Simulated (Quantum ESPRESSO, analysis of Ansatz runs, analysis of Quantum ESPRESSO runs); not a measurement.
# Ga-H pair in Si: local vibrational mode, PBE (Quantum ESPRESSO)

How near does this set-up come to the measured local vibrational mode? Subject: Ga-H pair in Si. Set-up: PBE, GBRV 1.5 PBE, 64-site cell, PBE lattice, k: the zone centre alone, anharmonic cut along the mode. The model is a cell of 64 host atoms with Ga put on another atom's site and H put in between. The frequencies come from force constants among the defect atom and its neighbours, with the masses of the isotopes named.

What was measured. Si-H stretch, 1H: 2171 cm⁻¹, by IR absorption (quoted in “Local vibrational modes of impurities in silicon”, 2008, M.D. McCluskey, quoting earlier work (1987)). The runs below try to reproduce this.

Calculated with Quantum ESPRESSO 7.5; Quantum ESPRESSO plane-wave DFT, PBE, GBRV 1.5 PBE potentials; relaxation of all atoms of a defect supercell.

### Step 1. The starting structure

The cell holds 65 atoms: 63 Si, 1 Ga and 1 H. Its edges and angles: a = 10.936 Å, b = 10.936 Å, c = 10.936 Å, α = 90.0°, β = 90.0°, γ = 90.0°. It derives from Si (space group Fd-3m). Nearest the centre at fractional (0.346, 0.346, 0.346): H65 at 0.55 Å, Ga8 at 1.02 Å, Si4 at 2.04 Å, Si42 at 2.60 Å, Si27 at 2.60 Å, Si49 at 2.61 Å, Si6 at 3.41 Å, Si7 at 3.41 Å.

The host's primitive cell comes from a first run (Quantum ESPRESSO plane-wave DFT, PBE, GBRV 1.5 PBE potentials; relaxation of cell and atoms of a defect-free cell): vectors of 3.867, 3.867 and 3.867 Å. That is 20.44 Å³ an atom, 2.1 % over the diffraction cell's volume. The supercell is built on it.

### Step 2. Relaxation, charge 0

Every later number rests on the structure around the defect, so the atoms are relaxed at the host's lattice first.

The input, pw.in:

```
&CONTROL
  calculation = 'relax'
  prefix = 'pwscf'
  outdir = './tmp'
  pseudo_dir = './pseudo'
  tprnfor = .true.
  disk_io = 'low'
  nstep = 70
  forc_conv_thr = 0.00039
  etot_conv_thr = 0.0001
/
&SYSTEM
  ibrav = 0
  nat = 65
  ntyp = 3
  ecutwfc = 45
  ecutrho = 360
  nbnd = 140
  occupations = 'smearing'
  smearing = 'fd'
  degauss = 0.00073499
  nosym = .true.
/
&ELECTRONS
  conv_thr = 6d-08
  electron_maxstep = 100
  mixing_beta = 0.5
/
&IONS
  ion_dynamics = 'bfgs'
/
ATOMIC_SPECIES
Si    28.0850 si_pbe_v1.uspp.F.UPF
Ga    69.7230 ga_pbe_v1.4.uspp.F.UPF
H      1.0080 h_pbe_v1.4.uspp.F.UPF
CELL_PARAMETERS angstrom
  10.9364688678    0.0000000000    0.0000000000
   0.0000000000   10.9364688678    0.0000000000
   0.0000000000    0.0000000000   10.9364688678
ATOMIC_POSITIONS crystal
Si    -0.0006419847    0.0009982937    0.2513912474
Si    -0.0008882219    0.2506438110   -0.0014631723
Si     0.2488743663   -0.0003359051    0.0014015778
Si     0.2373967302    0.2383004015    0.2376776756
Si     0.1233046700    0.1246596174    0.3744047691
Si     0.1252397326    0.3750832304    0.1268110508
Si     0.3760662092    0.1262191139    0.1258492721
Ga     0.4001711895    0.3998711392    0.3990634099
Si     0.0014018007    0.0011581310    0.7498050859
Si     0.0002821662    0.2496320616    0.5017689849
Si     0.2490673973   -0.0001854973    0.5015620970
Si     0.2499087129    0.2516715904    0.7507360409
Si     0.1239179227    0.1238347882    0.8759031579
Si     0.1248017101    0.3733817757    0.6258284536
Si     0.3766020981    0.1250846428    0.6241222636
Si     0.3764576107    0.3741719466    0.8742692452
Si     0.0016539620    0.5004636007    0.2493724746
Si    -0.0008184895    0.7511149311    0.0011963727
Si     0.2484714301    0.5007954815   -0.0006123620
Si     0.2496342548    0.7509765765    0.2484977241
Si     0.1251123555    0.6262908137    0.3762905349
Si     0.1241061485    0.8736348444    0.1258256413
Si     0.3764381251    0.6261187945    0.1251562019
Si     0.3748411800    0.8737249244    0.3763012542
Si     0.0001122857    0.4989404814    0.7485136904
Si    -0.0008002647    0.7495521581    0.5015821878
Si     0.2488185294    0.4986062395    0.5000765690
Si     0.2503603956    0.7509482107    0.7515216161
Si     0.1266279722    0.6241693000    0.8750628341
Si     0.1239100302    0.8738566307    0.6240786007
Si     0.3750406869    0.6237837998    0.6236348972
Si     0.3735128733    0.8752996890    0.8760212466
Si     0.4985958647   -0.0000555600    0.2488296918
Si     0.4987962732    0.2491905535    0.0011136167
Si     0.7500007382    0.0004019365   -0.0017840265
Si     0.7500784436    0.2489144237    0.2514695832
Si     0.6246420808    0.1255772007    0.3733020491
Si     0.6261701068    0.3745726092    0.1236611605
Si     0.8762539368    0.1240409068    0.1259230854
Si     0.8764360172    0.3743617228    0.3740647134
Si     0.5016037532   -0.0007691014    0.7504251622
Si     0.4984599673    0.2507468700    0.5006440407
Si     0.7492647574   -0.0016714867    0.5000992703
Si     0.7488593484    0.2510427322    0.7490222845
Si     0.6239016840    0.1264584234    0.8751049152
Si     0.6256994902    0.3758122342    0.6264816522
Si     0.8767303948    0.1249632886    0.6244095002
Si     0.8755730041    0.3767317890    0.8748700879
Si     0.5005806969    0.5011669387    0.2512827116
Si     0.4999888480    0.7517766519    0.0004332293
Si     0.7501054490    0.4981745234    0.0000286333
Si     0.7507878554    0.7507649479    0.2485376585
Si     0.6252106710    0.6263890544    0.3738293380
Si     0.6247522505    0.8765516459    0.1240644150
Si     0.8759494028    0.6262301162    0.1259642367
Si     0.8731865527    0.8749842943    0.3747644871
Si     0.5015501526    0.4990358368    0.7501082605
Si     0.4998708350    0.7516366325    0.4991943607
Si     0.7517060224    0.5001223491    0.4993528353
Si     0.7492629543    0.7485299184    0.7507999549
Si     0.6237055466    0.6253365971    0.8737528446
Si     0.6257080097    0.8747334542    0.6266649263
Si     0.8740535793    0.6243589927    0.6235725192
Si     0.8739953159    0.8746307466    0.8735172439
H      0.3163452218    0.3178229552    0.3152470520
K_POINTS gamma
```

Run with:

```bash
$ OMP_NUM_THREADS=1 mpirun -n 4 pw.x -in pw.in > pw.out
```

What it wrote:

```text
This program is part of the open-source Quantum ESPRESSO suite
     for quantum simulation of materials; please cite
         "P. Giannozzi et al., J. Phys.:Condens. Matter 21 395502 (2009);
         "P. Giannozzi et al., J. Phys.:Condens. Matter 29 465901 (2017);
         "P. Giannozzi et al., J. Chem. Phys. 152 154105 (2020);
          URL
     in publications or presentations arising from this work. More details at

     gamma-point specific algorithms are used

     Subspace diagonalization in iterative solution of the eigenvalue problem:
     a serial algorithm will be used

     --------------------
     sticks:   dense  smooth     PW     G-vecs:    dense   smooth      PW
     Min        3064    1529    382               254588    90021   11254
     Max        3065    1532    384               254593    90024   11259
     Sum       12257    6125   1533              1018357   360093   45025

     Using Slab Decomposition

     bravais-lattice index     =            0
     lattice parameter (alat)  =      20.6669  a.u.
     unit-cell volume          =    8827.3016 (a.u.)^3
     number of atoms/cell      =           65
     number of atomic types    =            3
     number of electrons       =       272.00
     number of Kohn-Sham states=          140
     kinetic-energy cutoff     =      45.0000  Ry
     charge density cutoff     =     360.0000  Ry
     scf convergence threshold =      6.0E-08
     mixing beta               =       0.5000
     number of iterations used =            8  plain     mixing
     energy convergence thresh.=      1.0E-04
     force convergence thresh. =      3.9E-04
     Exchange-correlation=  SLA  PW   PBX  PBC
                           (   1   4   3   4   0   0   0)
     nstep                     =           70

     celldm(1)=  20.666931  celldm(2)=   0.000000  celldm(3)=   0.000000
     celldm(4)=   0.000000  celldm(5)=   0.000000  celldm(6)=   0.000000

     crystal axes: (cart. coord. in units of alat)
               a(1) = (   1.000000   0.000000   0.000000 )
               a(2) = (   0.000000   1.000000   0.000000 )
               a(3) = (   0.000000   0.000000   1.000000 )

     reciprocal axes: (cart. coord. in units 2 pi/alat)
               b(1) = (  1.000000  0.000000  0.000000 )
               b(2) = (  0.000000  1.000000  0.000000 )
               b(3) = (  0.000000  0.000000  1.000000 )

     PseudoPot. # 1 for Si read from file:
     si_pbe_v1.uspp.F.UPF
     Pseudo is Ultrasoft + core correction, Zval =  4.0
     Generated by new atomic code, or converted to UPF format
     Using radial grid of  899 points,  6 beta functions with:
                l(1) =   0
                l(2) =   0
                l(3) =   1
                l(4) =   1
                l(5) =   2
                l(6) =   2
     Q(r) pseudized with  8 coefficients,  rinner =    0.900   0.900   0.900
                                                       0.900   0.900

     PseudoPot. # 2 for Ga read from file:
     ga_pbe_v1.4.uspp.F.UPF
     Pseudo is Ultrasoft + core correction, Zval = 19.0
     Generated by new atomic code, or converted to UPF format
     Using radial grid of  871 points,  6 beta functions with:
                l(1) =   0
                l(2) =   0
                l(3) =   1
                l(4) =   1
                l(5) =   2
                l(6) =   2
     Q(r) pseudized with  8 coefficients,  rinner =    1.250   1.250   1.250
                                                       1.250   1.250

     PseudoPot. # 3 for H  read from file:
     h_pbe_v1.4.uspp.F.UPF
     Pseudo is Ultrasoft, Zval =  1.0
     Generated by new atomic code, or converted to UPF format
     Using radial grid of  615 points,  2 beta functions with:
                l(1) =   0
                l(2) =   0
     Q(r) pseudized with  8 coefficients,  rinner =    0.700

     atomic species   valence    mass     pseudopotential
     Si                4.00    28.08500     Si( 1.00)
     Ga               19.00    69.72300     Ga( 1.00)
     H                 1.00     1.00800     H ( 1.00)

     No symmetry found

   Cartesian axes

     site n.     atom                  positions (alat units)
         1        Si     tau(   1) = (  -0.0006420   0.0009983   0.2513912  )
         2        Si     tau(   2) = (  -0.0008882   0.2506438  -0.0014632  )
         3        Si     tau(   3) = (   0.2488744  -0.0003359   0.0014016  )
         4        Si     tau(   4) = (   0.2373967   0.2383004   0.2376777  )
         5        Si     tau(   5) = (   0.1233047   0.1246596   0.3744048  )
         6        Si     tau(   6) = (   0.1252397   0.3750832   0.1268111  )
         7        Si     tau(   7) = (   0.3760662   0.1262191   0.1258493  )
         8        Ga     tau(   8) = (   0.4001712   0.3998711   0.3990634  )
         9        Si     tau(   9) = (   0.0014018   0.0011581   0.7498051  )
        10        Si     tau(  10) = (   0.0002822   0.2496321   0.5017690  )
        11        Si     tau(  11) = (   0.2490674  -0.0001855   0.5015621  )
        12        Si     tau(  12) = (   0.2499087   0.2516716   0.7507360  )
        13        Si     tau(  13) = (   0.1239179   0.1238348   0.8759032  )
        14        Si     tau(  14) = (   0.1248017   0.3733818   0.6258285  )
        15        Si     tau(  15) = (   0.3766021   0.1250846   0.6241223  )
        16        Si     tau(  16) = (   0.3764576   0.3741719   0.8742692  )
        17        Si     tau(  17) = (   0.0016540   0.5004636   0.2493725  )
[...]
57        Si     tau(  57) = (   0.5015502   0.4990358   0.7501083  )
        58        Si     tau(  58) = (   0.4998708   0.7516366   0.4991944  )
        59        Si     tau(  59) = (   0.7517060   0.5001223   0.4993528  )
        60        Si     tau(  60) = (   0.7492630   0.7485299   0.7508000  )
        61        Si     tau(  61) = (   0.6237055   0.6253366   0.8737528  )
        62        Si     tau(  62) = (   0.6257080   0.8747335   0.6266649  )
        63        Si     tau(  63) = (   0.8740536   0.6243590   0.6235725  )
        64        Si     tau(  64) = (   0.8739953   0.8746307   0.8735172  )
        65        H      tau(  65) = (   0.3163452   0.3178230   0.3152471  )

     number of k points=     1  Fermi-Dirac smearing, width (Ry)=  0.0007
                       cart. coord. in units 2pi/alat
        k(    1) = (   0.0000000   0.0000000   0.0000000), wk =   2.0000000

     Dense  grid:   509179 G-vectors     FFT dimensions: ( 125, 125, 125)

     Smooth grid:   180047 G-vectors     FFT dimensions: (  90,  90,  90)

[...]
atom    4 type  1   force =    -0.00003091   -0.00009315    0.00006085
     atom    5 type  1   force =    -0.00005714   -0.00011511    0.00012432
     atom    6 type  1   force =    -0.00025035   -0.00002189   -0.00037312
     atom    7 type  1   force =    -0.00006686   -0.00029316   -0.00027127
     atom    8 type  2   force =     0.00006238    0.00011602    0.00016276
     atom    9 type  1   force =     0.00018581    0.00004725   -0.00030379
     atom   10 type  1   force =    -0.00013306    0.00014269   -0.00014623
     atom   11 type  1   force =    -0.00012533   -0.00021394   -0.00007578
     atom   12 type  1   force =    -0.00011736   -0.00017177    0.00024570
     atom   13 type  1   force =     0.00008544   -0.00000619    0.00000882
     atom   14 type  1   force =    -0.00004060    0.00015089   -0.00006573
     atom   15 type  1   force =     0.00002842    0.00002423    0.00018640
     atom   16 type  1   force =    -0.00000694    0.00014548   -0.00000268
[...]
Total force =     0.002235     Total SCF correction =     0.000041
     Energy error            =      1.2E-05 Ry
     Gradient error          =      4.5E-04 Ry/Bohr

     number of scf cycles    =  17
     number of bfgs steps    =  16

     energy             old  =   -1020.5440519765 Ry
     energy             new  =   -1020.5440637705 Ry

     CASE: energy            _new < energy            _old

     new trust radius        =       0.0021523225 bohr
     new conv_thr            =       0.0000000006 Ry

ATOMIC_POSITIONS (crystal)
Si              -0.0021305010       -0.0020546911        0.2494508090
Si              -0.0024738070        0.2494218721       -0.0023674000
Si               0.2492100364       -0.0022335767       -0.0021134528
Si               0.2315182619        0.2318048745        0.2314242206
Si               0.1203376453        0.1204347396        0.3764525938
Si               0.1199799322        0.3764310607        0.1199708910
Si               0.3763348244        0.1202541266        0.1202267043
Ga               0.4028356861        0.4030643711        0.4030539206
Si              -0.0001535185       -0.0000773038        0.7494887265
Si              -0.0004209834        0.2508188512        0.5001897669
Si               0.2508465170       -0.0003189077        0.5001015218
Si               0.2501616592        0.2501579793        0.7497506564
Si               0.1247887918        0.1249135304        0.8741830497
Si               0.1239782644        0.3754814723        0.6263298373
Si               0.3755020002        0.1240593509        0.6262465021
Si               0.3751454018        0.3751460497        0.8744756394
[...]
NEW-OLD atomic charge density approx. for the potential

     Self-consistent Calculation

     iteration #  1     ecut=    45.00 Ry     beta= 0.50
     Davidson diagonalization with overlap
     ethr =  1.00E-06,  avg # of iterations =  2.0

     Threshold (ethr) on eigenvalues was too large:
     Diagonalizing with lowered threshold

     Davidson diagonalization with overlap
     ethr =  5.40E-10,  avg # of iterations =  8.0

     total energy              =   -1020.54407076 Ry
     estimated scf accuracy    <       0.00000278 Ry

     iteration #  2     ecut=    45.00 Ry     beta= 0.50
     Davidson diagonalization with overlap
     ethr =  1.02E-09,  avg # of iterations =  2.0

     total energy              =   -1020.54407097 Ry
     estimated scf accuracy    <       0.00000078 Ry

     iteration #  3     ecut=    45.00 Ry     beta= 0.50
     Davidson diagonalization with overlap
     ethr =  2.87E-10,  avg # of iterations =  3.0

     total energy              =   -1020.54407108 Ry
     estimated scf accuracy    <       0.00000049 Ry

     iteration #  4     ecut=    45.00 Ry     beta= 0.50
     Davidson diagonalization with overlap
     ethr =  1.80E-10,  avg # of iterations =  2.0

     total energy              =   -1020.54407115 Ry
     estimated scf accuracy    <       0.00000006 Ry

     iteration #  5     ecut=    45.00 Ry     beta= 0.50
     Davidson diagonalization with overlap
     ethr =  2.09E-11,  avg # of iterations =  3.0

     total energy              =   -1020.54407116 Ry
     estimated scf accuracy    <          8.6E-09 Ry

     iteration #  6     ecut=    45.00 Ry     beta= 0.50
     Davidson diagonalization with overlap
     ethr =  3.14E-12,  avg # of iterations =  5.0

     total energy              =   -1020.54407116 Ry
     estimated scf accuracy    <          6.9E-10 Ry

     iteration #  7     ecut=    45.00 Ry     beta= 0.50
     Davidson diagonalization with overlap
     ethr =  2.53E-13,  avg # of iterations =  6.0

     End of self-consistent calculation

          k = 0.0000 0.0000 0.0000 ( 22513 PWs)   bands (ev):

[...]
2.2815   2.3255   2.3258   2.3392   2.3400   2.3427   2.3557   2.3559
     2.3729   2.3731   2.3805   2.3819   2.4024   2.4040   2.4041   2.4981
     2.5371   2.5376   2.5542   2.5544   2.6724   2.7208   2.7211   3.1956
     3.2669   3.2670   3.2835   3.3404   3.3406   4.0890   4.1567   4.1572
     4.2086   4.2126   4.2133   4.2137   4.2139   4.2302   4.2302   4.3347
     4.3352   4.6486   4.7097   4.7098   4.7363   4.7562   4.7625   4.7627
     4.7737   4.7935   4.7936   4.8156   4.8158   4.8485   4.8635   4.8638
     4.8994   4.8999   4.9135   5.2565   5.2569   6.0463   6.1323   6.1324
     6.7197   6.7359   6.8424   6.8429

     the Fermi energy is     6.3862 ev

!    total energy              =   -1020.54407116 Ry
     estimated scf accuracy    <          1.3E-10 Ry
     smearing contrib. (-TS)   =      -0.00000000 Ry
     internal energy E=F+TS    =   -1020.54407116 Ry

     The total energy is F=E-TS. E is the sum of the following terms:
     one-electron contribution =    -380.95805277 Ry
     hartree contribution      =     310.72963346 Ry
     xc contribution           =    -320.71412743 Ry
     ewald contribution        =    -629.60152442 Ry

     convergence has been achieved in   7 iterations

     Forces acting on atoms (cartesian axes, Ry/au):

[...]
atom   58 type  1   force =     0.00015355    0.00026516    0.00022226
     atom   59 type  1   force =     0.00012799    0.00007732    0.00016743
     atom   60 type  1   force =    -0.00020029   -0.00015480   -0.00013674
     atom   61 type  1   force =     0.00013451    0.00008110    0.00019318
     atom   62 type  1   force =     0.00010338    0.00010801   -0.00004330
     atom   63 type  1   force =     0.00004717    0.00001363    0.00014763
     atom   64 type  1   force =     0.00012196    0.00007629    0.00000405
     atom   65 type  3   force =     0.00013768    0.00019392    0.00005567

     Total force =     0.001651     Total SCF correction =     0.000028
     Energy error            =      7.4E-06 Ry
     Gradient error          =      3.2E-04 Ry/Bohr

     bfgs converged in  18 scf cycles and  17 bfgs steps
     (criteria: energy <  1.0E-04 Ry, force <  3.9E-04 Ry/Bohr)

     End of BFGS Geometry Optimization

     Final energy             =   -1020.5440711618 Ry

     File ./tmp/pwscf.bfgs deleted, as requested
Begin final coordinates

ATOMIC_POSITIONS (crystal)
[...]
Si               0.5001930461        0.7498230118        0.5002409150
Si               0.7498675307        0.5003084098        0.5001752462
Si               0.7500821227        0.7500732869        0.7501405360
Si               0.6249144667        0.6250476088        0.8750695987
Si               0.6249213796        0.8750031119        0.6251314644
Si               0.8750556170        0.6250517403        0.6250149698
Si               0.8750451980        0.8750824377        0.8750954757
H                0.3105844388        0.3121814230        0.3095180607
End final coordinates

=------------------------------------------------------------------------------=
   JOB DONE.
=------------------------------------------------------------------------------=
```

It took 16 min on 4 MPI ranks of Arm Neoverse V2, shared host; peak memory 3.6 GiB.

The steps of the relaxation:

```tsv
step	energy less that of the first step (eV)
0	0.0000
1	-0.3118
2	-0.5129
3	-0.5979
4	-0.6192
5	-0.6377
6	-0.6448
7	-0.6472
8	-0.6494
9	-0.6509
10	-0.6518
11	-0.6526
12	-0.6530
13	-0.6534
14	-0.6536
15	-0.6538
16	-0.6540
17	-0.6541
```

The atoms that moved most (Å):

```tsv
atom	dx	dy	dz	length
Si42	0.094	-0.062	0.071	0.133
Si27	-0.043	0.095	0.080	0.131
Si49	0.073	0.068	-0.067	0.120
Si4	-0.064	-0.071	-0.068	0.118
H65	-0.063	-0.062	-0.063	0.108
Si6	-0.058	0.015	-0.075	0.096
Si7	0.003	-0.065	-0.061	0.090
Si31	-0.011	0.053	0.054	0.076
```

The atoms nearest to the centre after the run:

```tsv
atom	distance (Å)
H65	0.663
Ga8	1.085
Si4	2.162
Si42	2.728
Si49	2.730
Si27	2.732
Si5	3.501
Si7	3.503
Si6	3.508
```

Neighbours of the added atoms: H65: Si4 1.50, Ga8 1.75, Si6 3.02 Å.

(Part 1 of 3 ends here.)

[Logs are printed without paths, hosts, clocks, repeated set-up lines and the standing remarks that a program may print on its own settings, such as how far it seeks lower states.]

[Hosts, paths, dates, database ids (printed as entryN), source tags and the programs' standing remarks are cut or masked in the printed files.]

[For some hosts the program warned that the k-mesh of the response run may be too coarse for force constants and the static dielectric constant; such warnings are not shown here.]
